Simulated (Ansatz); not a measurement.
# Ba on Al(110): change of the work function, part 3 of 6

Wanted: Δφ(θ) for Ba/Al(110), starting from the hollow site.

Ansatz 0.2.0; plane-wave DFT, PBE, Ansatz PAW.

So far, work function, upper face (eV): step 2 (the clean slab) 3.99; step 3 (46 atoms, coverage 0.111 ML, cell 3x3) 2.51.

### 4. Adsorbate added, k-mesh 4×5×1, coverage 0.25 ML

System of this step: Ba/Al(110). The cell holds 21 atoms: 20 Al and 1 Ba. Cell: a = 8.100 Å, b = 5.728 Å, c = 26.144 Å, α = 90.0°, β = 90.0°, γ = 90.0°. Vacuum lies along c.

Another coverage, to see how the dipoles act on each other as their distance changes.

input.yaml

```yaml
crystal:
  lattice:
    - [8.1, 0.0, 0.0]
    - [0.0, 5.7275649276, 0.0]
    - [0.0, 0.0, 26.1437342824]
  atoms:
    - { symbol: Al, position: [0.0, 0.0, 0.3442507449] }
    - { symbol: Al, position: [0.25, 0.25, 0.3990207029] }
    - { symbol: Al, position: [0.0, 0.0, 0.452671135] }
    - { symbol: Al, position: [0.25, 0.25, 0.5091292422] }
    - { symbol: Al, position: [0.0, 0.0, 0.5597739626] }
    - { symbol: Al, position: [0.0, 0.5, 0.3442507449] }
    - { symbol: Al, position: [0.25, 0.75, 0.3990207029] }
    - { symbol: Al, position: [0.0, 0.5, 0.452671135] }
    - { symbol: Al, position: [0.25, 0.75, 0.5091292422] }
    - { symbol: Al, position: [0.0, 0.5, 0.5597739626] }
    - { symbol: Al, position: [0.5, 0.0, 0.3442507449] }
    - { symbol: Al, position: [0.75, 0.25, 0.3990207029] }
    - { symbol: Al, position: [0.5, 0.0, 0.452671135] }
    - { symbol: Al, position: [0.75, 0.25, 0.5091292422] }
    - { symbol: Al, position: [0.5, 0.0, 0.5597739626] }
    - { symbol: Al, position: [0.5, 0.5, 0.3442507449] }
    - { symbol: Al, position: [0.75, 0.75, 0.3990207029] }
    - { symbol: Al, position: [0.5, 0.5, 0.452671135] }
    - { symbol: Al, position: [0.75, 0.75, 0.5091292422] }
    - { symbol: Al, position: [0.5, 0.5, 0.5597739626] }
    - { symbol: Ba, position: [0.25, 0.25, 0.6557492551] }
kpoints:
  mp_grid: { grid: [4, 5, 1] }
hamiltonian:
  xc: pbe
scf:
  occupations: { method: fermi_dirac, width: 0.1 }
  convergence: { dr2_threshold: 1.0e-08 }
efield:
  axis: 3
  dipole_correction: true
  ramp_position: 0.97
  ramp_width: 0.06
relax:
  f_tol: 0.02
  max_steps: 60
  constraints: [{ sites: [0, 1, 5, 6, 10, 11, 15, 16] }]
output:
  bader: true
  dos: { projected: true, e_range: [-8, 4] }
  write_potential: true
  write_density: true
  volumetric_format: npy
  elf: true
```

Run with:

```
$ ansatz run input.yaml --threads 4 --pin off --max-ram 6144MiB --backend cpu --events-out ev --progress --plain --runs-dir out
```

Output:

```text
[...]
Crystal: 21 atoms, lattice volume = 1212.893 Å³
Basis set: ecut = 420 eV, 23799 PW (Γ), exchange–correlation on 120×80×360 points (8 copies of the dense FFT grid, shifted against one another)
Bands: 56, of which v1, the nominal top of the filled ones, is band 35 counted from 1 (34 counted from 0)
Symmetry: 4 space group operations
[...]
k-points: 9 of 20
[...]
SCF iter   1: F=—  HF=-16694.936970 eV  |F-HF|=—  |Δ(HF+E_count)|=         —  Δρ=2.10e-3  dr2=2.38e0  ethr=1.77e-3  p=0.662 e·Å  D=9.87e-2 V/Å  ΔV_dip=-2.58 eV  dr2_dipole=1.40e0  V_vac-E_F(+/−)=1.40/3.99 eV  ⟨swp⟩=17.8  Hψ=5283  notcnv=0
[...]
SCF iter  10: F=-16694.844613 eV  HF=-16694.844613 eV  |F-HF|=3.24e-10  |Δ(HF+E_count)|=   2.11e-8  Δρ=2.12e-7  dr2=2.33e-9  ethr=1.43e-11  p=0.492 e·Å  D=7.34e-2 V/Å  ΔV_dip=-1.92 eV  dr2_dipole=1.10e-10  V_vac-E_F(+/−)=2.02/3.94 eV  ⟨swp⟩=13.7  Hψ=3796  notcnv=0
SCF 1 converged in 10 iterations: F = -16694.844613 eV  dr2 = 2.33e-9
[...]
relax step   1: F+E_penalty+E_count = -16694.84461280 eV  Δ(F+E_penalty+E_count) = +0.000e0 eV  max|allowed force component| = 8.591e-1 eV/Å  Δτ_max = 0.0000 Å  (10 SCF iters, accepted)
[...]
SCF iter   8: F=-16694.987776 eV  HF=-16694.987776 eV  |F-HF|=1.48e-9  |Δ(HF+E_count)|=   3.88e-8  Δρ=4.98e-7  dr2=9.06e-9  ethr=3.27e-12  p=0.520 e·Å  D=7.76e-2 V/Å  ΔV_dip=-2.03 eV  dr2_dipole=3.04e-9  V_vac-E_F(+/−)=1.92/3.94 eV  ⟨swp⟩=10.4  Hψ=3883  notcnv=0
SCF 2 converged in 8 iterations: F = -16694.987776 eV  dr2 = 9.06e-9
relax step   2: F+E_penalty+E_count = -16694.98777553 eV  Δ(F+E_penalty+E_count) = -1.432e-1 eV  max|allowed force component| = 5.218e-1 eV/Å  Δτ_max = 0.1943 Å  (8 SCF iters, accepted)
SCF iter   1: F=—  HF=-16695.070316 eV  |F-HF|=—  |Δ(HF+E_count)|=         —  Δρ=1.74e-3  dr2=2.55e-1  ethr=2.74e-3  p=0.520 e·Å  D=7.76e-2 V/Å  ΔV_dip=-2.03 eV  dr2_dipole=4.84e-2  V_vac-E_F(+/−)=1.95/3.98 eV  ⟨swp⟩=6.6  Hψ=1804  notcnv=0
[...]
SCF iter   9: F=-16695.045958 eV  HF=-16695.045958 eV  |F-HF|=1.67e-10  |Δ(HF+E_count)|=   1.03e-8  Δρ=2.36e-7  dr2=2.10e-9  ethr=1.43e-11  p=0.535 e·Å  D=7.98e-2 V/Å  ΔV_dip=-2.09 eV  dr2_dipole=3.92e-10  V_vac-E_F(+/−)=1.86/3.95 eV  ⟨swp⟩=11.6  Hψ=3573  notcnv=0
SCF 3 converged in 9 iterations: F = -16695.045958 eV  dr2 = 2.10e-9
relax step   3: F+E_penalty+E_count = -16695.04595764 eV  Δ(F+E_penalty+E_count) = -5.818e-2 eV  max|allowed force component| = 8.239e-2 eV/Å  Δτ_max = 0.1973 Å  (9 SCF iters, accepted)
[...]
relax step   4: F+E_penalty+E_count = -16695.05533477 eV  Δ(F+E_penalty+E_count) = -9.377e-3 eV  max|allowed force component| = 4.912e-2 eV/Å  Δτ_max = 0.0393 Å  (8 SCF iters, accepted)
SCF iter   1: F=—  HF=-16695.057685 eV  |F-HF|=—  |Δ(HF+E_count)|=         —  Δρ=3.29e-4  dr2=4.80e-3  ethr=3.67e-4  p=0.534 e·Å  D=7.96e-2 V/Å  ΔV_dip=-2.08 eV  dr2_dipole=2.56e-4  V_vac-E_F(+/−)=1.87/3.95 eV  ⟨swp⟩=2.8  Hψ=1102  notcnv=0
[...]
SCF iter   7: F=-16695.057506 eV  HF=-16695.057506 eV  |F-HF|=5.09e-10  |Δ(HF+E_count)|=   1.82e-8  Δρ=1.71e-7  dr2=1.34e-9  ethr=1.43e-11  p=0.533 e·Å  D=7.95e-2 V/Å  ΔV_dip=-2.08 eV  dr2_dipole=2.09e-10  V_vac-E_F(+/−)=1.87/3.95 eV  ⟨swp⟩=10.7  Hψ=3362  notcnv=0
SCF 5 converged in 7 iterations: F = -16695.057506 eV  dr2 = 1.34e-9
[...]
relax step   5: F+E_penalty+E_count = -16695.05750636 eV  Δ(F+E_penalty+E_count) = -2.172e-3 eV  max|allowed force component| = 6.946e-3 eV/Å  Δτ_max = 0.0553 Å  (7 SCF iters, accepted)
[...]
SCF converged after 7 iterations
Free energy (F): -16695.057506 eV
[...]
Internal energy: -16694.722025 eV  (E = F + TS)
E sigma→0 (E₀):  -16694.889766 eV
Entropy (-TS):   -0.335481 eV (-15.975 meV/atom)
Fermi energy:    0.525044 eV
Dipole field:    D = 0.079543 V/Å  (p = 0.533166 e·Å, saw-weighted, corrected)
Work function:   Φ+ = 1.8720 eV   Φ− = 3.9516 eV
[...]
--- Forces (eV/Å), atoms counted from 1 ---
  atom   1  Al     0.03320582     0.07531568     0.20358405
  atom   2  Al     0.00000000     0.00000000    -0.20596510
  atom   3  Al     0.00069569    -0.00175463    -0.00308926
  atom   4  Al     0.00000000     0.00000000     0.00634443
  atom   5  Al    -0.00566188    -0.00100140     0.00125164
  atom   6  Al     0.03320582    -0.07531568     0.20358405
  atom   7  Al     0.00000000     0.00000000    -0.17562609
  atom   8  Al     0.00069569     0.00175463    -0.00308926
  atom   9  Al     0.00000000     0.00000000    -0.00600220
  atom  10  Al    -0.00566188     0.00100140     0.00125164
  atom  11  Al    -0.03320582     0.07531568     0.20358405
  atom  12  Al     0.00000000     0.00000000    -0.24867504
  atom  13  Al    -0.00069569    -0.00175463    -0.00308926
  atom  14  Al     0.00000000     0.00000000    -0.00271331
  atom  15  Al     0.00566188    -0.00100140     0.00125164
  atom  16  Al    -0.03320582    -0.07531568     0.20358405
  atom  17  Al     0.00000000     0.00000000    -0.18045991
  atom  18  Al    -0.00069569     0.00175463    -0.00308926
  atom  19  Al     0.00000000     0.00000000     0.00694559
  atom  20  Al     0.00566188     0.00100140     0.00125164
  atom  21  Ba     0.00000000     0.00000000    -0.00086083
  max |Σ_I F_I| component: 2.67e-5 eV/Å
--- Band table (eV; the first three rows and the last of 9) ---
  k-point 0: bands = [... 31 lower, -0.4998, -0.4040, -0.3038, 0.2360, 0.3142, 0.7525, 0.9375, 1.0543, ... 17 higher]
  k-point 1: bands = [... 31 lower, -0.3184, -0.2516, -0.2141, 0.3054, 0.4317, 0.4475, 0.5398, 0.7766, ... 17 higher]
  k-point 2: bands = [... 31 lower, 0.1976, 0.2612, 0.4545, 0.7058, 0.8646, 0.9951, 1.0492, 1.0578, ... 17 higher]
  k-point 8: bands = [... 31 lower, -0.4958, 0.1901, 0.3872, 0.6580, 0.6827, 0.9073, 0.9535, 1.5105, ... 17 higher]
--- Relaxed structure (5 steps of the walk, 5 accepted, 0 SCFs on fresh bases) ---
  F+E_penalty+E_count = -16695.05750636 eV   max|allowed force component| = 6.946e-3 eV/Å
  atoms:
    - { symbol: Al, position: [0.0, 0.0, 0.344251] }
    - { symbol: Al, position: [0.250000, 0.250000, 0.399021] }
    - { symbol: Al, position: [0.0035132, -0.00066705, 0.452913] }
    - { symbol: Al, position: [0.250000, 0.250000, 0.509874] }
    - { symbol: Al, position: [-0.014255, -0.00265903, 0.560343] }
    - { symbol: Al, position: [0.0, 0.500000, 0.344251] }
    - { symbol: Al, position: [0.250000, 0.750000, 0.399021] }
    - { symbol: Al, position: [0.0035132, 0.500667, 0.452913] }
    - { symbol: Al, position: [0.250000, 0.750000, 0.513863] }
    - { symbol: Al, position: [-0.014255, 0.502659, 0.560343] }
    - { symbol: Al, position: [0.500000, 0.0, 0.344251] }
    - { symbol: Al, position: [0.750000, 0.250000, 0.399021] }
    - { symbol: Al, position: [0.496487, -0.00066705, 0.452913] }
    - { symbol: Al, position: [0.750000, 0.250000, 0.505867] }
    - { symbol: Al, position: [0.514255, -0.00265903, 0.560343] }
    - { symbol: Al, position: [0.500000, 0.500000, 0.344251] }
    - { symbol: Al, position: [0.750000, 0.750000, 0.399021] }
    - { symbol: Al, position: [0.496487, 0.500667, 0.452913] }
    - { symbol: Al, position: [0.750000, 0.750000, 0.506907] }
    - { symbol: Al, position: [0.514255, 0.502659, 0.560343] }
    - { symbol: Ba, position: [0.250000, 0.250000, 0.639936] }
--- Bader charges: 21 sites ---
  site symbol  charge [e]  shift [e]
     0     Al      0.0442     0.0000
     1     Al      0.0096     0.0000
     2     Al     -0.0768     0.0002
     3     Al     -0.0319     0.0000
     4     Al     -0.1704     0.0002
     5     Al      0.0442     0.0000
     6     Al     -0.0140     0.0000
     7     Al     -0.0768     0.0002
     8     Al     -0.0010     0.0000
     9     Al     -0.1704     0.0002
    10     Al      0.0442     0.0000
    11     Al     -0.0382     0.0000
    12     Al     -0.0768     0.0002
    13     Al     -0.0493     0.0001
    14     Al     -0.1704     0.0002
    15     Al      0.0442     0.0000
    16     Al      0.0028     0.0000
    17     Al     -0.0768     0.0002
    18     Al      0.0077     0.0000
    19     Al     -0.1704     0.0002
    20     Ba      0.9262     0.0000
  estimated error of the sums over rays = 4.4e-4 e
```

Elapsed: 1.8 min, on 4 threads of Arm Neoverse V2, shared host; peak memory 2 GiB.

Relaxation path:

```csv
step,energy less that of the first step (eV),largest force component (eV/Å)
1,0.0000,0.8591
2,-0.1432,0.5218
3,-0.2013,0.0824
4,-0.2107,0.0491
5,-0.2129,0.0069
```

The run keeps the 4 symmetry operations that the program found, so distortions that break them were not tested.

The atoms that moved most (Å):

```
atom      dx      dy      dz  length
Ba21   0.000   0.000  -0.413   0.413
 Al9   0.000   0.000   0.124   0.124
 Al5  -0.115  -0.015   0.015   0.117
Al10  -0.115   0.015   0.015   0.117
Al15   0.115  -0.015   0.015   0.117
Al20   0.115   0.015   0.015   0.117
Al14   0.000   0.000  -0.085   0.085
Al19   0.000   0.000  -0.058   0.058
```

Final coordinates:

```xyz
21
Lattice="8.1000 0.0000 0.0000 0.0000 5.7276 0.0000 0.0000 0.0000 26.1437" Properties=species:S:1:pos:R:3
Al    0.0000    0.0000    9.0000
Al    2.0250    1.4319   10.4319
Al    0.0285   -0.0038   11.8408
Al    2.0250    1.4319   13.3300
Al   -0.1155   -0.0152   14.6495
Al    0.0000    2.8638    9.0000
Al    2.0250    4.2957   10.4319
Al    0.0285    2.8676   11.8408
Al    2.0250    4.2957   13.4343
Al   -0.1155    2.8790   14.6495
Al    4.0500    0.0000    9.0000
Al    6.0750    1.4319   10.4319
Al    4.0215   -0.0038   11.8408
Al    6.0750    1.4319   13.2253
Al    4.1655   -0.0152   14.6495
Al    4.0500    2.8638    9.0000
Al    6.0750    4.2957   10.4319
Al    4.0215    2.8676   11.8408
Al    6.0750    4.2957   13.2524
Al    4.1655    2.8790   14.6495
Ba    2.0250    1.4319   16.7303
```

Numbers from this step:

```yaml
energy_at_zero_smearing: -16694.8898 eV
work_function_upper_face: 1.872 eV
work_function_lower_face: 3.952 eV
dipole_along_the_normal: 0.5332 e·Å
step_between_the_vacuum_levels: -2.080 eV
```

The density of states has structure finer than the step of the table below, so its rows give means over 0.25 eV. Peaks (eV: height): -2.170: 16.5, -1.470: 16.4, 0.240: 18.7, 0.450: 20.0, 0.750: 17.3, 1.530: 18.7, 1.710: 21.4.

Density of states against energy, zero at the Fermi level; means over each step:

```
energy (eV)  density of states (states/eV a cell)
      -7.75                                  5.34
      -7.50                                  3.27
      -7.25                                  4.11
      -7.00                                  3.85
      -6.75                                  3.68
      -6.50                                  4.74
      -6.25                                  6.00
      -6.00                                  6.19
      -5.75                                  4.51
      -5.50                                  7.66
      -5.25                                  7.38
      -5.00                                  5.30
      -4.75                                  5.54
      -4.50                                  6.56
      -4.25                                  6.58
      -4.00                                  5.95
      -3.75                                  7.18
      -3.50                                  7.39
      -3.25                                  8.88
      -3.00                                  3.99
      -2.75                                  8.85
      -2.50                                  10.3
      -2.25                                  12.6
      -2.00                                  9.19
      -1.75                                  4.55
      -1.50                                  9.25
      -1.25                                  8.81
      -1.00                                  11.2
      -0.75                                  8.62
      -0.50                                  6.97
      -0.25                                  7.59
       0.00                                  9.33
       0.25                                  13.4
       0.50                                  15.6
       0.75                                  15.7
       1.00                                  13.0
       1.25                                  10.8
       1.50                                  13.8
       1.75                                  15.5
```

Projected DOS per atom over height of the atomic layer and energy from the Fermi level. Layers: Al4 Al4 Al4 Al4 Al4 Ba from below.

Ten even steps from '_' (0.01 states/eV) to '@' (0.89 states/eV), each cell a mean:
```
##======++--
**======++--
##++++++##@@
##**++**%%##
**------##==
--::..::++..
**====++**::
++--==--++__
==::--::==__
##++++++##__
==------==__
==--::--==__
--========__
::--------__
----::----__
::------::__
--==--==--__
::--::--::__
::--::--::__
..::::::..__
..::::::..__
..::--::..__
```
Columns: height of the atomic layer (Å) from 9 to 16.7 (not evenly spaced); rows upwards: energy from the Fermi level (eV) from -7.96 to 1.95.

ELF in the ca plane at fractional y = 0.250, with atoms of Al and Ba within 0.2 Å of it. It is the smooth field of the valence electrons, not physical close to the nuclei.

Ten even steps from '0' (0.00) to '9' (0.87), each cell a mean:
```
68998533345665433457886531000000000000000000
57787654455665545567776431000000000000000000
34566776566666656776654321000000000000000000
12346763247776423676432100000000000000000000
01135621116776110365310000000000000000000000
00135611216876121255310000000000000000000000
01235741037776201575321000000000000000000000
23456775567666645776543210000000000000000000
46777665566666556667665421000000000000000000
67887643345665433467776531000000000000000000
78998532235665322357886421000000000000000000
68998533345665432356775210000000000000000000
57887654456666544556642124431000000000000000
34566776666666655676421489985200000000000000
12346763257667522676314898998410000000000000
00135621116776201266217941499510000000000000
00135511215776212166217930299510000000000000
01235741136677411476316975798410000000000000
23456775566667654776412799996300000000000000
46777665566666655666531257763100000000000000
67887643345665433456763111210000000000000000
78998532235665322357876310000000000000000000
```
Columns run along c (16.0 Å, from fractional 0.29 to 0.91 of the cell), rows up along a (8.1 Å). Atoms in or near the plane, at fractional coordinates: Al at (0.40, 0.25), Al at (0.51, 0.25), Al at (0.40, 0.75), Al at (0.51, 0.75), Ba at (0.64, 0.25).

Valence density in the ca plane at fractional y = 0.250, with atoms of Al and Ba within 0.2 Å of it. It is the smooth field of the valence electrons, not physical close to the nuclei.

Ten steps, logarithmic in the rise over the least value, from '0' (0.0 e/Å³) to '9' (1.3 e/Å³), each cell a mean:
```
34556555555555555555554322100000000000000000
24455555555555555555554321100000000000000000
23445555565555666655543211000000000000000000
12345555556666555655432210000000000000000000
12234554456666544555432110000000000000000000
11234554446666434555322110000000000000000000
12345554456666545555432110000000000000000000
22345565566556656655433211000000000000000000
23455555555555555555543321000000000000000000
34555555555555555555554321100000000000000000
34566554555555555555554432110000000000000000
34556555555555555555554433321000000000000000
34455555555555555555555555543100000000000000
23445556665555555555555788875210000000000000
12345555556556555565556999996420000000000000
12234554456666544555558998998521000000000000
11234554445666543455558997998521000000000000
12344555456656544565557999997421000000000000
23345565566556655655556899986310000000000000
23455555555555555555555667753210000000000000
34555555555555555555554444432100000000000000
34566554555555554555554432211000000000000000
```
Columns run along c (16.0 Å, from fractional 0.29 to 0.91 of the cell), rows up along a (8.1 Å). Atoms in or near the plane, at fractional coordinates: Al at (0.40, 0.25), Al at (0.51, 0.25), Al at (0.40, 0.75), Al at (0.51, 0.75), Ba at (0.64, 0.25).

Electrostatic potential energy in the ca plane at fractional y = 0.250, with atoms of Al and Ba within 0.2 Å of it. With pseudopotentials it is smooth inside the atoms' cores, unlike the true potential.

Ten even steps from '0' (-19 eV) to '9' (4 eV), each cell a mean:
```
99888889988888899888889999999999999999999999
99988888888888888888899999999999999999999999
99998865467887645688999999999999999999999999
99998620015875111368999999999999999999999999
99998403413772143058999999999999999999999999
99998304512762154048999999999999999999999999
99998501104774021158999999999999999999999999
99998742247886422578999999999999999999999999
99988877778888777888999999999999999999999999
99888888888888888888899999999999999999999999
99887889988778999888889999999999999999999999
99888889988778899888889888888899999999999999
99988888888888888888888766677888999999999999
99998865567888655688987411146788999999999999
99998620015886200158874000004788899999999999
99998403412774034137872000002678899999999999
99998304512773145127871000001678899999999999
99998511104785112147873000003688899999999999
99998742246887522478886200015788899999999999
99988877778888777788987643467888999999999999
99888888888888888888888877778889999999999999
99887889988778999888889998888999999999999999
```
Columns run along c (16.0 Å, from fractional 0.29 to 0.91 of the cell; values clipped at the 3rd and 97th percentile), rows up along a (8.1 Å). Atoms in or near the plane, at fractional coordinates: Al at (0.40, 0.25), Al at (0.51, 0.25), Al at (0.40, 0.75), Al at (0.51, 0.75), Ba at (0.64, 0.25).

The relaxation took 5 steps and lowered the energy by 0.21 eV; the largest force on the free atoms ends at 0.0069 eV/Å.

By hand: a sheet of dipoles makes a step −p/(ε₀A) in the electron's potential. With e/ε₀ = 180.95 V·Å, p = 0.5332 e·Å and A = 46.39 Å², that is −180.95 × (0.5332) / 46.39 = -2.080 eV, and the two vacuum levels of the run differ by -2.080 eV.

The covered face has 1.87 eV, -2.12 eV against the clean one; the bare back face has moved by -0.04 eV, a measure of how thin the slab is.

(Continued in part 4 of 6.)

[Long decimals in the printed logs are rounded to 6 places.]

[Logs are printed without paths, hosts, clocks, repeated set-up lines and the standing remarks that a program may print on its own settings, such as how far it seeks lower states.]

[Hosts, paths, dates, database ids (printed as entryN), source tags and the programs' standing remarks are cut or masked in the printed files.]

[Maps of the electrostatic potential energy from Ansatz leave out the sawtooth potential of an applied field or a dipole correction, so their vacuum need not be flat; planar profiles and work functions include it.]
